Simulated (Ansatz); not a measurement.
# (AlN)2(MgO)2 [0001] superlattice, started as wurtzite: the cell at rest

Task: relax (AlN)2(MgO)2 [0001] superlattice, started as wurtzite tightly.

Calculated with Ansatz 0.2.0; DFT PBE, scalar-relativistic, plane waves, PAW.

Most raw output is cut from this account.

The structure was built from a prototype and need not be the compound's stable phase.

### Step 1. Set-up

The structure is trigonal, space group P3m1 (No. 156). Conventional cell: a = 3.195 Å, b = 3.195 Å, c = 10.080 Å, α = 90.00°, β = 90.00°, γ = 120.00°. Al has 1 N at 1.89 Å and 3 O at 1.95 Å nearest. Al has 4 N at 1.89 to 1.95 Å nearest. Nearest to Mg lie 1 O at 1.89 Å and 3 N at 1.95 Å. Nearest to Mg lie 4 O at 1.89 to 1.95 Å. Nearest to N lie 4 Al at 1.89 to 1.95 Å. N has 1 Al at 1.89 Å and 3 Mg at 1.95 Å nearest. Farther neighbours and most contacts between anions are not listed.

### Step 2. Probe on a coarse mesh

First a cheap look: the gap decides the mesh and the occupations, the pressure tells how far the cell has to move.

Input file input.yaml:

```yaml
crystal:
  lattice:
    - [3.195, 0.0, 0.0]
    - [-1.5975, 2.76695, 0.0]
    - [0.0, 0.0, 10.08]
  atoms:
    - { symbol: Al, position: [0.333333, 0.666667, 0.0] }
    - { symbol: Al, position: [0.666667, 0.333333, 0.25] }
    - { symbol: Mg, position: [0.333333, 0.666667, 0.5] }
    - { symbol: Mg, position: [0.666667, 0.333333, 0.75] }
    - { symbol: "N", position: [0.333333, 0.666667, 0.1875] }
    - { symbol: "N", position: [0.666667, 0.333333, 0.4375] }
    - { symbol: O, position: [0.333333, 0.666667, 0.6875] }
    - { symbol: O, position: [0.666667, 0.333333, 0.9375] }
kpoints:
  mp_grid: { grid: [6, 6, 2] }
hamiltonian:
  xc: pbe
scf:
  occupations: { method: gaussian, width: 0.1 }
output:
  forces: true
  stress: true
  eigenvalues: true
```

On the command line:

```sh
$ ansatz run input.yaml --threads 4 --pin off --max-ram 14336MiB --backend cpu --events-out ev --progress --plain --runs-dir out
```

It took 1.4 s on 4 threads of Arm Neoverse V1, shared host; peak memory 0.35 GiB.

This step gave:

```
pressure          : 8.126 GPa
volume per atom   : 11.14 Å³
gap on the k-mesh : 0 eV
```

The coarse mesh shows no gap and a pressure of 8.1 GPa.

### Step 3. Coarse relaxation

The start is far from rest, so a relaxation with loose tolerances brings it close first.

input.yaml: that of step 2 with these lines changed.

```diff
@@ -15,3 +15,3 @@
 kpoints:
-  mp_grid: { grid: [6, 6, 2] }
+  mp_grid: { grid: [9, 9, 2] }
 hamiltonian:
@@ -24 +24,6 @@
   eigenvalues: true
+relax:
+  adjacent_minimum: "off"
+  f_tol: 0.05
+  max_steps: 80
+  cell: { stress_tol: 0.5 }
```

Elapsed: 33 s, on 4 threads; peak memory 0.4 GiB.

Step by step:

| step | energy less that of the first step (eV) | largest force component (eV/Å) | pressure (GPa) | volume (Å³) |
| --- | --- | --- | --- | --- |
| 1 | 0.0000 | 3.0659 | 7.94 | 89.11 |
| 2 | -0.4667 | 1.9645 | 3.43 | 91.24 |
| 3 | -0.7748 | 0.9535 | 1.75 | 92.78 |
| 4 | -0.9061 | 0.5119 | 1.06 | 91.98 |
| 5 | -1.1346 | 0.5495 | -1.49 | 90.93 |
| 6 | -1.4209 | 1.3426 | -1.25 | 88.40 |
| 7 | -1.6123 | 1.3788 | 3.37 | 85.36 |
| 8 | -1.4260 | 1.9624 | 1.55 | 85.92 |
| 9 | -1.7392 | 0.1898 | -0.14 | 86.87 |
| 10 | -1.7453 | 0.1787 | 0.67 | 86.52 |
| 11 | -1.7464 | 0.1230 | -0.11 | 86.95 |
| 12 | -1.7468 | 0.1337 | -0.07 | 86.88 |
| 13 | -1.7473 | 0.0294 | -0.01 | 86.88 |
| 14* | -1.7866 | 0.0293 | 0.56 | 86.88 |
| 15 | -1.7881 | 0.0156 | -0.03 | 87.19 |
| 16* | -1.7889 | 0.0157 | -0.01 | 87.19 |

Relaxation steps marked * repeat the geometry before them on a plane-wave basis chosen anew for their cell, so energy and pressure can jump there. Relaxation step 8 was tried and not accepted.

The run keeps the 6 symmetry operations that it works with, so distortions that break them were not tested.

| cell as run | before | after | change |
| --- | --- | --- | --- |
| a (Å) | 3.195 | 3.416 | +6.9 % |
| b (Å) | 3.195 | 3.416 | +6.9 % |
| c (Å) | 10.080 | 8.628 | -14.4 % |
| volume (Å³/atom) | 11.14 | 10.90 | -2.2 % |

The atoms that moved most (Å, as changes of fractional coordinates times the final cell):

| atom | dx | dy | dz | length |
| --- | --- | --- | --- | --- |
| O7 | 0.000 | 0.000 | 0.582 | 0.582 |
| Mg4 | 0.000 | 0.000 | -0.398 | 0.398 |
| Mg3 | 0.000 | 0.000 | -0.334 | 0.334 |
| Al1 | 0.000 | 0.000 | -0.247 | 0.247 |
| O8 | 0.000 | 0.000 | 0.234 | 0.234 |
| N6 | 0.000 | 0.000 | 0.207 | 0.207 |
| Al2 | 0.000 | 0.000 | -0.084 | 0.084 |
| N5 | 0.000 | 0.000 | 0.039 | 0.039 |

A gap read on the k-mesh alone can miss the band edges.

Numbers from this step:

```yaml
pressure: -0.008204 GPa
gap_on_the_k_mesh: 1.932 eV
volume_per_atom: 10.90 Å³
direct_gap_on_mesh: 1.932 eV
```

In this step the volume went from 11.14 to 10.90 Å³/atom.

### Step 4. Relaxation

Harmonic phonons are second derivatives at a point where the forces vanish, and they are wanted at zero stress, so atoms and cell are relaxed first.

Input file input.yaml:

```yaml
crystal:
  lattice:
    - [3.4158514017, 0.0, 0.0]
    - [-1.7079257009, 2.9582140895, 0.0]
    - [0.0, 0.0, 8.6284053392]
  atoms:
    - { symbol: Al, position: [0.3333333333, 0.6666666667, -0.0285692575] }
    - { symbol: Al, position: [0.6666666667, 0.3333333333, 0.2402354827] }
    - { symbol: Mg, position: [0.3333333333, 0.6666666667, 0.4613264006] }
    - { symbol: Mg, position: [0.6666666667, 0.3333333333, 0.7039102092] }
    - { symbol: "N", position: [0.3333333333, 0.6666666667, 0.192049373] }
    - { symbol: "N", position: [0.6666666667, 0.3333333333, 0.4614733905] }
    - { symbol: O, position: [0.3333333333, 0.6666666667, 0.754972658] }
    - { symbol: O, position: [0.6666666667, 0.3333333333, 0.9646017434] }
kpoints:
  mp_grid: { grid: [9, 9, 4] }
hamiltonian:
  xc: pbe
scf:
  occupations: { method: gaussian, width: 0.02 }
output:
  forces: true
  stress: true
  eigenvalues: true
  write_density: true
  write_potential: true
  elf: true
  volumetric_format: npy
relax:
  adjacent_minimum: "off"
  f_tol: 0.005
  max_steps: 80
  cell: { stress_tol: 0.05 }
```

The job ended after 18 s (4 threads; peak memory 0.43 GiB).

Step by step:

| step | energy less that of the first step (eV) | largest force component (eV/Å) | pressure (GPa) | volume (Å³) |
| --- | --- | --- | --- | --- |
| 1 | 0.0000 | 0.0150 | -0.01 | 87.19 |
| 2 | -0.0001 | 0.0163 | 0.00 | 87.19 |
| 3 | -0.0002 | 0.0196 | 0.05 | 87.18 |
| 4 | -0.0002 | 0.0123 | -0.02 | 87.21 |
| 5 | -0.0002 | 0.0038 | 0.00 | 87.20 |
| 6* | -0.0001 | 0.0038 | 0.00 | 87.20 |

Relaxation steps marked * repeat the geometry before them on a plane-wave basis chosen anew for their cell, so energy and pressure can jump there.

Forces are held to the 6 operations that the run works with; a distortion that breaks them can't arise in this run.

| conventional cell, symmetrised | before | after | change |
| --- | --- | --- | --- |
| a (Å) | 3.416 | 3.419 | +0.1 % |
| b (Å) | 3.416 | 3.419 | +0.1 % |
| c (Å) | 8.628 | 8.614 | -0.2 % |
| volume (Å³/atom) | 10.90 | 10.90 | +0.0 % |

Numbers from this step:

* pressure: 0.003619 GPa
* gap on the k-mesh: 1.928 eV
* direct gap on mesh: 1.928 eV

Electrostatic potential energy in the ac plane at fractional y = 0.333, with atoms of Al and Mg and N and O within 0.2 Å of it. With pseudopotentials it is smooth inside the atoms' cores, unlike the true potential.

Values in eV, 24 rows by 14 columns, each cell a mean:
```
  4   1  -1   0   3   5   3 -22 -38 -49 -44 -28  -7   5
  5   3   2   2   4   6   7 -11 -27 -35 -31 -18   1   7
  8   7   6   6   7   8   9   7   0  -5  -3   4   8   9
  9   9   9   9   9   9   9   8   7   6   6   7   8   9
  9  10  10  10  10   8   6   3  -1  -3  -2   1   5   7
  8  10  10  10   8   6   2 -11 -28 -38 -35 -17  -3   4
  7   9  10  10   8   4  -4 -31 -51 -51 -51 -42 -14   1
  7   9  10  10   8   5  -2 -25 -47 -51 -50 -36 -11   2
  8  10  10  10   9   7   3  -5 -16 -23 -21  -9   0   5
  9  10  10  10   9   9   8   6   4   3   3   5   7   9
 10   9   8   9   9  10  10   8   5   1   3   7  10  10
  9   7   6   7   8  10   9  -4 -23 -34 -30 -11   5  10
  8   6   5   5   7   9   6 -21 -45 -51 -50 -31  -4   8
  8   7   6   6   8   9   8 -11 -33 -44 -40 -20   1   9
  9   8   8   8   9  10   9   5  -3  -9  -7   2   8  10
  9   9  10  10   9   8   7   3  -1  -2  -2   1   5   8
  8  10  10  10   9   6   0  -7  -7  -5  -6  -7  -4   3
  7   9  10  10   8   3  -6  -7   0   4   2  -5  -8  -2
  7   9  10  10   8   3  -6  -8  -1   3   1  -5  -8  -2
  8  10  10  10   9   6   0  -8  -9  -8  -8  -9  -4   3
 10  10  10  10  10   9   6   2  -2  -3  -3   0   4   7
  9   9   9   9   9   9   9   8   7   6   7   8   9   9
  8   6   6   6   7   8   9   8   4   0   1   7   9   9
  5   3   1   2   4   6   7  -8 -24 -31 -28 -15   2   7
```
Columns run along a (3.4 Å; values clipped at the 3rd and 97th percentile), rows up along c (8.6 Å). Atoms in or near the plane, at fractional coordinates: Al at (0.67, 0.24), Mg at (0.67, 0.70), N at (0.67, 0.46), O at (0.67, 0.96).

ELF in the ac plane at fractional y = 0.333, with atoms of Al and Mg and N and O within 0.2 Å of it. It is the smooth field of the valence electrons, not physical close to the nuclei.

Values, 24 rows by 14 columns, each cell a mean:
```
0.48 0.22 0.10 0.14 0.38 0.63 0.78 0.79 0.59 0.33 0.46 0.75 0.81 0.72
0.34 0.16 0.10 0.12 0.27 0.50 0.71 0.81 0.76 0.67 0.71 0.80 0.77 0.62
0.15 0.12 0.13 0.13 0.13 0.22 0.42 0.67 0.78 0.81 0.80 0.72 0.54 0.31
0.13 0.22 0.29 0.26 0.16 0.11 0.13 0.26 0.38 0.44 0.42 0.31 0.18 0.10
0.31 0.47 0.54 0.51 0.38 0.19 0.07 0.04 0.07 0.09 0.08 0.05 0.05 0.11
0.45 0.62 0.66 0.65 0.53 0.25 0.06 0.17 0.34 0.38 0.37 0.25 0.08 0.10
0.35 0.59 0.64 0.62 0.47 0.16 0.09 0.36 0.35 0.24 0.29 0.39 0.21 0.06
0.18 0.35 0.42 0.39 0.26 0.08 0.07 0.33 0.38 0.31 0.34 0.37 0.18 0.04
0.09 0.13 0.15 0.14 0.10 0.07 0.05 0.11 0.22 0.27 0.25 0.16 0.07 0.05
0.16 0.09 0.07 0.08 0.13 0.22 0.31 0.32 0.30 0.29 0.30 0.31 0.33 0.28
0.35 0.14 0.06 0.09 0.25 0.51 0.69 0.77 0.78 0.78 0.78 0.77 0.73 0.63
0.43 0.12 0.04 0.07 0.29 0.63 0.80 0.83 0.74 0.62 0.68 0.81 0.82 0.75
0.40 0.10 0.03 0.05 0.26 0.63 0.81 0.78 0.44 0.10 0.25 0.69 0.83 0.77
0.39 0.10 0.03 0.06 0.25 0.60 0.78 0.80 0.63 0.43 0.52 0.76 0.81 0.73
0.30 0.11 0.05 0.07 0.21 0.47 0.68 0.79 0.81 0.80 0.81 0.80 0.74 0.60
0.19 0.12 0.10 0.10 0.16 0.27 0.44 0.63 0.72 0.74 0.73 0.67 0.54 0.36
0.24 0.25 0.27 0.26 0.24 0.23 0.22 0.21 0.21 0.20 0.21 0.21 0.22 0.23
0.51 0.54 0.55 0.55 0.52 0.46 0.27 0.04 0.03 0.04 0.03 0.02 0.15 0.38
0.68 0.68 0.68 0.68 0.68 0.66 0.49 0.09 0.02 0.06 0.04 0.04 0.29 0.60
0.63 0.65 0.65 0.65 0.64 0.59 0.46 0.17 0.05 0.03 0.03 0.11 0.33 0.54
0.41 0.50 0.55 0.53 0.45 0.34 0.24 0.16 0.15 0.17 0.16 0.16 0.20 0.29
0.19 0.29 0.36 0.33 0.22 0.15 0.14 0.23 0.36 0.44 0.41 0.27 0.17 0.13
0.14 0.15 0.18 0.17 0.14 0.19 0.34 0.59 0.73 0.78 0.76 0.65 0.45 0.25
0.31 0.16 0.10 0.12 0.25 0.46 0.67 0.80 0.79 0.73 0.76 0.80 0.75 0.58
```
Columns run along a (3.4 Å), rows up along c (8.6 Å). Atoms in or near the plane, at fractional coordinates: Al at (0.67, 0.24), Mg at (0.67, 0.70), N at (0.67, 0.46), O at (0.67, 0.96).

Valence density in the ac plane at fractional y = 0.333, with atoms of Al and Mg and N and O within 0.2 Å of it. It is the smooth field of the valence electrons, not physical close to the nuclei.

Values in e/Å³, 24 rows by 14 columns, each cell a mean:
```
 0  0  0  0  0  0  1  3  5  7  7  4  1  1
 0  0  0  0  0  0  1  2  4  5  4  2  1  0
 0  0  0  0  0  0  0  1  1  1  1  1  0  0
 0  0  0  0  0  0  0  0  0  0  0  0  0  0
 0  0  0  0  0  0  0  0  0  0  0  0  0  0
 0  0  0  0  0  0  0  1  3  6  4  1  0  0
 0  0  0  0  0  0  0  4 14 25 20  7  1  0
 0  0  0  0  0  0  0  2 10 18 15  5  1  0
 0  0  0  0  0  0  0  0  2  3  2  1  0  0
 0  0  0  0  0  0  0  0  0  0  0  0  0  0
 0  0  0  0  0  0  0  1  1  1  1  1  0  0
 0  0  0  0  0  0  1  1  2  3  2  2  1  0
 0  0  0  0  0  0  1  2  3  4  4  3  1  1
 0  0  0  0  0  0  1  2  3  3  3  2  1  0
 0  0  0  0  0  0  0  1  1  2  1  1  1  0
 0  0  0  0  0  0  0  0  1  1  1  0  0  0
 0  0  0  0  0  0  0  0  0  0  0  0  0  0
 0  0  0  0  0  0  0  0  0  0  0  0  0  0
 0  0  0  0  0  0  0  0  0  0  0  0  0  0
 0  0  0  0  0  0  0  0  0  0  0  0  0  0
 0  0  0  0  0  0  0  0  0  0  0  0  0  0
 0  0  0  0  0  0  0  0  0  0  0  0  0  0
 0  0  0  0  0  0  0  1  1  1  1  1  0  0
 0  0  0  0  0  0  1  2  3  4  4  2  1  0
```
Columns run along a (3.4 Å), rows up along c (8.6 Å). Atoms in or near the plane, at fractional coordinates: Al at (0.67, 0.24), Mg at (0.67, 0.70), N at (0.67, 0.46), O at (0.67, 0.96).

In this step the volume went from 10.90 to 10.90 Å³/atom.

### Step 5. Tight relaxation

Phonons need a cell at rest on their own settings, so the relaxation is repeated with tight tolerances on forces and stress, using the mesh and the filling of the phonon run that follows.

Input file input.yaml:

```yaml
crystal:
  lattice:
    - [3.4189084586, 0.0, 0.0]
    - [-1.7094542293, 2.9608615783, 0.0]
    - [0.0, 0.0, 8.6137619916]
  atoms:
    - { symbol: Al, position: [0.3333333333, 0.6666666667, -0.0285163606] }
    - { symbol: Al, position: [0.6666666667, 0.3333333333, 0.239988967] }
    - { symbol: Mg, position: [0.3333333333, 0.6666666667, 0.4610159388] }
    - { symbol: Mg, position: [0.6666666667, 0.3333333333, 0.7039371331] }
    - { symbol: "N", position: [0.3333333333, 0.6666666667, 0.1922317625] }
    - { symbol: "N", position: [0.6666666667, 0.3333333333, 0.4614390521] }
    - { symbol: O, position: [0.3333333333, 0.6666666667, 0.7550523823] }
    - { symbol: O, position: [0.6666666667, 0.3333333333, 0.9648511248] }
kpoints:
  mp_grid: { grid: [9, 9, 4] }
hamiltonian:
  xc: pbe
scf:
  occupations: { method: fixed }
output:
  forces: true
  stress: true
  eigenvalues: true
  write_density: true
  write_potential: true
  elf: true
  volumetric_format: npy
relax:
  adjacent_minimum: "off"
  f_tol: 0.001
  max_steps: 60
  cell: { stress_tol: 0.01 }
```

Elapsed: 33 s, on 4 threads; peak memory 0.44 GiB; 2.1 min of CPU time.

Little changed from the start: no atom moved by 0.005 Å and no cell edge by 0.1 %.

Numbers from this step:

```
pressure : -8.13e-5 GPa
```

Valence density in the ac plane at fractional y = 0.333, with atoms of Al and Mg and N and O within 0.2 Å of it. It is the smooth field of the valence electrons, not physical close to the nuclei.

Values in e/Å³, 24 rows by 14 columns, each cell a mean:
```
 0  0  0  0  0  0  1  3  5  7  7  4  1  1
 0  0  0  0  0  0  1  2  4  5  4  2  1  0
 0  0  0  0  0  0  0  1  1  1  1  1  0  0
 0  0  0  0  0  0  0  0  0  0  0  0  0  0
 0  0  0  0  0  0  0  0  0  0  0  0  0  0
 0  0  0  0  0  0  0  1  3  6  4  1  0  0
 0  0  0  0  0  0  0  4 14 25 20  7  1  0
 0  0  0  0  0  0  0  3 10 18 15  5  1  0
 0  0  0  0  0  0  0  0  2  3  2  1  0  0
 0  0  0  0  0  0  0  0  0  0  0  0  0  0
 0  0  0  0  0  0  0  1  1  1  1  1  0  0
 0  0  0  0  0  0  1  1  2  3  2  2  1  0
 0  0  0  0  0  0  1  2  3  4  4  3  1  1
 0  0  0  0  0  0  1  2  3  3  3  2  1  0
 0  0  0  0  0  0  0  1  1  2  1  1  1  0
 0  0  0  0  0  0  0  0  1  1  1  0  0  0
 0  0  0  0  0  0  0  0  0  0  0  0  0  0
 0  0  0  0  0  0  0  0  0  0  0  0  0  0
 0  0  0  0  0  0  0  0  0  0  0  0  0  0
 0  0  0  0  0  0  0  0  0  0  0  0  0  0
 0  0  0  0  0  0  0  0  0  0  0  0  0  0
 0  0  0  0  0  0  0  0  0  0  0  0  0  0
 0  0  0  0  0  0  0  1  1  1  1  1  0  0
 0  0  0  0  0  0  1  2  3  5  4  2  1  0
```
Columns run along a (3.4 Å), rows up along c (8.6 Å). Atoms in or near the plane, at fractional coordinates: Al at (0.67, 0.24), Mg at (0.67, 0.70), N at (0.67, 0.46), O at (0.67, 0.96).

Electrostatic potential energy in the ac plane at fractional y = 0.333, with atoms of Al and Mg and N and O within 0.2 Å of it. With pseudopotentials it is smooth inside the atoms' cores, unlike the true potential.

Ten even steps from '0' (-51 eV) to '9' (10 eV), each cell a mean:
```
88888984201379
98889996323589
99999999877999
99999999999999
99999998877899
99999986322578
99999973000158
99999974000268
99999987544689
99999999888999
99999999988999
99999997423699
99999994100379
99999996211589
99999999767899
99999998878899
99999987777778
99999877888768
99999877888768
99999987676678
99999998877899
99999999999999
99999999888999
98888997433589
```
Columns run along a (3.4 Å; values clipped at the 3rd and 97th percentile), rows up along c (8.6 Å). Atoms in or near the plane, at fractional coordinates: Al at (0.67, 0.24), Mg at (0.67, 0.70), N at (0.67, 0.46), O at (0.67, 0.96).

ELF in the ac plane at fractional y = 0.333, with atoms of Al and Mg and N and O within 0.2 Å of it. It is the smooth field of the valence electrons, not physical close to the nuclei.

Ten even steps from '_' (0.02) to '@' (0.83), each cell a mean:
```
++::__..==##@@@@##--++@@@@%%
==..__..--++%%@@@@%%%%@@@@##
..........::==%%@@@@@@%%**--
..::----......::==++==--....
--++****==::______________..
++######**::__..--====::__..
==######++..__====::--==::__
..======::____--==----==..__
__........____..::--::..____
..______..::----------------
==..____::**%%@@@@@@@@@@%%##
++..____--##@@@@%%##%%@@@@@@
==______::##@@@@++..::%%@@@@
==______::##@@@@##++**@@@@%%
--..____::++%%@@@@@@@@@@%%##
::..__....--++##%%%%%%%%**==
::::--::::::::::::::::::::::
**********++--__________..==
%%%%%%%%%%##++__________--##
############++..______..--**
==++****++==::..........::--
::--==--::....::==++==--....
..........::--##%%@@@@##++::
--..__..::++%%@@@@%%@@@@@@**
```
Columns run along a (3.4 Å), rows up along c (8.6 Å). Atoms in or near the plane, at fractional coordinates: Al at (0.67, 0.24), Mg at (0.67, 0.70), N at (0.67, 0.46), O at (0.67, 0.96).

The largest force component left is 0.17 meV/Å and the pressure is 0.000 GPa, within the tolerances set. The cell now holds 10.90 Å³/atom.

### Step 6. What came out

| Property | Result |
| --- | --- |
| space group after relaxation (within 0.01 Å) | P3m1 |
| lattice constant a | 3.419 Å |
| lattice constant b | 3.419 Å |
| lattice constant c | 8.615 Å |
| volume per atom | 10.9 Å³ |
| gap on the k-mesh | 1.93 eV |

**Reading.** The largest force component left is 0.17 meV/Å and the pressure is 0.000 GPa, within the tolerances set. The cell now holds 10.90 Å³/atom. The relaxation keeps the symmetry of its start, so it says nothing on stability against lower symmetry. The starting cell was built on a prototype and not taken from a measurement, so the phase need not exist.

[Logs are printed without paths, hosts, clocks, repeated set-up lines and the standing remarks that a program may print on its own settings, such as how far it seeks lower states.]

[Hosts, paths, dates, database ids (printed as entryN), source tags and the programs' standing remarks are cut or masked in the printed files.]
